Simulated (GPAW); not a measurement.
# Be K ELNES/XANES of Be (Im-3m) from DFT, part 2 of 2

What does one-electron theory with a core hole give for the Be K edge of Be (Im-3m)?

GPAW 26.7.0; X-ray absorption from dipole matrix elements to empty bands, plane-wave PAW LDA.

So far. Step 5 (Spectrum with XCH, Be atom 1): Main maxima below 24 eV (height): 0.8 eV (1.12), 4.2 eV (1.39) and 10.2 eV (1.53).  Step 5 (Spectrum with XCH, Be atom 1): The total-energy difference is 115.17 eV. One term is added: -4.44 eV, since the hole is spin-paired here and a spin-polarised one costs that much less in the free atom (computed apart). The photon energy is then 110.73 eV. The tabulated edge of the element is 111.5 eV.

This is not the structure that Be takes at ambient pressure and room temperature (hexagonal, No. 194); it is a model or a phase of other conditions.

### 7. Spectrum with XCH, Be atom 1

A smaller cell brings the holes closer; here they are 3.5 Å apart.

Changed against the first core-hole run: supercell atoms from 15 to 7; the field's mesh follows (6×6×6 to 8×8×8).

File xas.py:

```python
import numpy as np
from ase import Atoms
from ase.parallel import parprint, paropen
from gpaw import GPAW, PW, FermiDirac, Mixer, MixerDif, setup_paths
from gpaw.test import gen
setup_paths.insert(0, '.')
gen('Be', name='fch1s', xcname='LDA', corehole=(1, 0, 1), write_xml=True)
from gpaw.mpi import world
world.barrier()

atoms = Atoms('Be7',
    cell=[[2.5062419, -2.5062419, 0],
     [2.5062419, 0, -2.5062419],
     [3.75936285, 3.75936285, 1.25312095]],
    scaled_positions=[[0, 0, 0],
     [0.42857143, 0.14285714, 0.28571429],
     [0.71428571, 0.57142857, 0.14285714],
     [0.14285714, 0.71428571, 0.42857143],
     [0.85714286, 0.28571429, 0.57142857],
     [0.57142857, 0.85714286, 0.71428571],
     [0.28571429, 0.42857143, 0.85714286]],
    pbc=True)
atoms.calc = calc = GPAW(legacy_gpaw=True, mode=PW(430, force_complex_dtype=True), xc='LDA', setups={0: 'fch1s'},
    kpts={'size': (8, 8, 8), 'gamma': True}, occupations=FermiDirac(0.1),
    charge=-1, mixer=Mixer(0.1, 5, 50), maxiter=150,
    convergence={'density': 0.0001, 'eigenstates': 1e-6}, txt='scf.txt')
energy = atoms.get_potential_energy() + calc.get_reference_energy()
ef = calc.get_fermi_level()
out = dict(energy=energy, fermi=ef, forces=atoms.get_forces().tolist())
parprint(f'all-electron energy {energy:.4f} eV, Fermi level {ef:.4f} eV')
ev = np.array([[calc.get_eigenvalues(k, s) for k in range(len(calc.get_ibz_k_points()))] for s in range(calc.get_number_of_spins())])
out['homo'], out['lumo'], out['counts'] = ev[ev < ef].max(), ev[ev > ef].min(), sorted(set((ev < ef).sum((0, 2)).tolist()))
out['filled'] = (ev[:, 0] < ef).sum(1).tolist()

from ase.units import Ha
from gpaw.xas import dipole_matrix_elements
nb = int(calc.get_number_of_electrons() / 2) + 36
top = nb
nscf = calc.fixed_density(kpts={'size': (10, 10, 10), 'gamma': True},
    convergence={'eigenstates': 1.0}, txt='nscf.txt')
nscf.diagonalize_full_hamiltonian(nbands=nb)
cell = atoms.cell.array
ops = [cell.T @ U.T @ np.linalg.inv(cell.T) for U in nscf.wfs.kd.symmetry.op_scc]
E = np.arange(-6, 34, 0.1)
fwhm = np.interp(E, [4, 25], [0.9, 3.5])
Y, X, zero, highest = 0, 0, 1e9, 1e9
for spin in range(nscf.get_number_of_spins()):
    wfs = nscf.wfs
    A = dipole_matrix_elements(wfs.setups[0])
    eps = np.zeros((wfs.kd.nibzkpts, nb))
    d = np.zeros((3, A.shape[1], wfs.kd.nibzkpts, nb), complex)
    for kpt in wfs.kpt_u:
        if kpt.s == spin and 0 in kpt.P_ani:
            eps[kpt.k] = kpt.eps_n * Ha
            d[:, :, kpt.k] = (kpt.weight * wfs.nspins / 2) ** 0.5 * np.inner(A, kpt.P_ani[0])
    world.sum(eps)
    world.sum(d)
    T = np.einsum('amkn,bmkn->abkn', d, d.conj()).real
    T = sum(np.einsum('ai,ijkn,bj->abkn', R, T, R) for R in ops) / len(ops)
    empty = eps > ef
    zero, highest = min(zero, eps[empty].min()), min(highest, eps[:, top - 1].min())
    lines = [(eps, T, empty)] if spin == 0 else lines + [(eps, T, empty)]
for eps, T, empty in lines:
    f = np.einsum('aakn->akn', T).reshape(3, -1)
    x = eps.ravel() - zero
    w = np.interp(x, E, fwhm) / 2.35482
    g = np.exp(-0.5 * ((E[:, None] - x) / w) ** 2) / (w * (2 * np.pi) ** 0.5)
    Y = Y + (f * empty.ravel()) @ g.T
    X = X + (f * ~empty.ravel()) @ g.T
out.update(E=E.round(2).tolist(), xas=Y.tolist(), xes=X.tolist(), zero=zero, valid=highest - zero, nk=len(eps), nb=nb)
for i in range(0, len(E), 10):
    parprint(f'{E[i]:7.2f}', *(f'{v:10.3e}' for v in Y[:, i]))
import json
with paropen('out.json', 'w') as f:
    json.dump(out, f)
```

Launch:

```sh
$ OMP_NUM_THREADS=1 mpirun -n 2 gpaw python xas.py
```

The job ended after 4.3 min (2 MPI ranks of Arm Neoverse V2, shared host; peak memory 0.39 GiB).

These settings depart from the first run's and aren't meant as converged.

Against the first run the r.m.s. difference is 18 %. The highest intensity below 16 eV goes from 10.2 eV (1.53) to 8.6 eV (1.59).

| E (eV) | first run | this run |
| --- | --- | --- |
| -2.0 | 0.00 | 0.00 |
| -0.5 | 0.12 | 0.08 |
| 1.0 | 1.09 | 0.91 |
| 2.5 | 1.04 | 1.00 |
| 4.0 | 1.39 | 1.45 |
| 5.5 | 1.16 | 1.40 |
| 7.0 | 1.13 | 1.31 |
| 8.5 | 1.24 | 1.59 |
| 10.0 | 1.52 | 1.15 |
| 11.5 | 1.29 | 1.13 |
| 13.0 | 1.01 | 1.09 |
| 14.5 | 0.97 | 1.03 |
| 16.0 | 0.72 | 0.74 |
| 17.5 | 0.41 | 0.42 |
| 19.0 | 0.20 | 0.19 |
| 20.5 | 0.17 | 0.19 |
| 22.0 | 0.25 | 0.28 |
| 23.5 | 0.39 | 0.44 |
| 25.0 | 0.55 | 0.59 |

### 8. What the core hole does

Both curves are counted from their own zero, so only the shift of weight within the empty states shows.

| E (eV) | no hole | XCH |
| --- | --- | --- |
| -2.0 | 0.00 | 0.00 |
| -1.0 | 0.00 | 0.01 |
| 0.0 | 0.29 | 0.60 |
| 1.0 | 0.69 | 1.09 |
| 2.0 | 0.50 | 1.00 |
| 3.0 | 0.70 | 1.08 |
| 4.0 | 0.70 | 1.39 |
| 5.0 | 0.83 | 1.28 |
| 6.0 | 0.86 | 1.13 |
| 7.0 | 0.89 | 1.13 |
| 8.0 | 0.89 | 1.20 |
| 9.0 | 0.95 | 1.34 |
| 10.0 | 1.12 | 1.52 |
| 11.0 | 1.33 | 1.44 |
| 12.0 | 1.35 | 1.14 |
| 13.0 | 1.32 | 1.01 |
| 14.0 | 1.45 | 1.01 |
| 15.0 | 1.74 | 0.91 |
| 16.0 | 1.74 | 0.72 |
| 17.0 | 1.31 | 0.51 |
| 18.0 | 0.79 | 0.33 |
| 19.0 | 0.44 | 0.20 |
| 20.0 | 0.29 | 0.16 |
| 21.0 | 0.26 | 0.19 |
| 22.0 | 0.28 | 0.25 |
| 23.0 | 0.34 | 0.34 |
| 24.0 | 0.44 | 0.45 |
| 25.0 | 0.55 | 0.55 |
| 26.0 | 0.63 | 0.60 |

With each curve scaled to its own mean, the area from −2 to 6 eV with the hole is 7.0 against 4.1, and the centre of weight from −1 to 20 eV moves by -2.4 eV: the hole pulls the absorber's empty states down.

### 9. Results

```yaml
absorber_and_edge: Be K, atom 1 of the ground-state input (counted from 1)
surroundings: 8 Be at 2.17 Å and 6 Be at 2.51 Å (cube and octahedron, as in bcc, site symmetry m-3m)
highest_intensity_below_16_ev: 10.2 eV above the zero, height 1.53
photon_energy_of_the_zero_with_the_added_terms: 110.7 eV (raw 115.2 eV; LDA puts this hole about 2 eV below PBE, itself good to a few eV)
```

What this shows: The Be K edge of atom 1, with 8 Be at 2.17 Å and 6 Be at 2.51 Å (cube and octahedron, as in bcc, site symmetry m-3m), has its highest intensity of the first 16 eV at 10.2 eV above the zero, near 121 eV in photon energy (LDA puts this hole about 2 eV below PBE, itself good to a few eV), 1.5 times the mean level of the first 20 eV (Gaussian full width 0.9 eV up to 4 eV, rising linearly to 3.5 eV at 25 eV). With each curve scaled to its own mean, the area from −2 to 6 eV with the hole is 7.0 against 4.1, and the centre of weight from −1 to 20 eV moves by -2.4 eV: the hole pulls the absorber's empty states down. A cell with holes 3.5 Å apart changes the curve by 18 % r.m.s. (17 % after the best shift). The holes are only 5.5 Å apart, so the shape is probably not converged with cell size; no larger cell was run here. The mesh is coarse (0.23 Å⁻¹ between points), so small maxima may be mesh ripples. The structure is a computed Materials Project entry and may be a hypothetical form.

[Logs are printed without paths, hosts, clocks, repeated set-up lines and the standing remarks that a program may print on its own settings, such as how far it seeks lower states.]

[Hosts, paths, dates, database ids (printed as entryN), source tags and the programs' standing remarks are cut or masked in the printed files.]

[Lists of maxima count a maximum above −3 eV only where it reaches 4 % of the highest in the window and stands out from its surroundings by 2 % of it (1.5 % where it reaches 55 %); shoulders and weaker maxima are passed over, and of the rest the first, up to two pre-edge ones and the few strongest are named.]
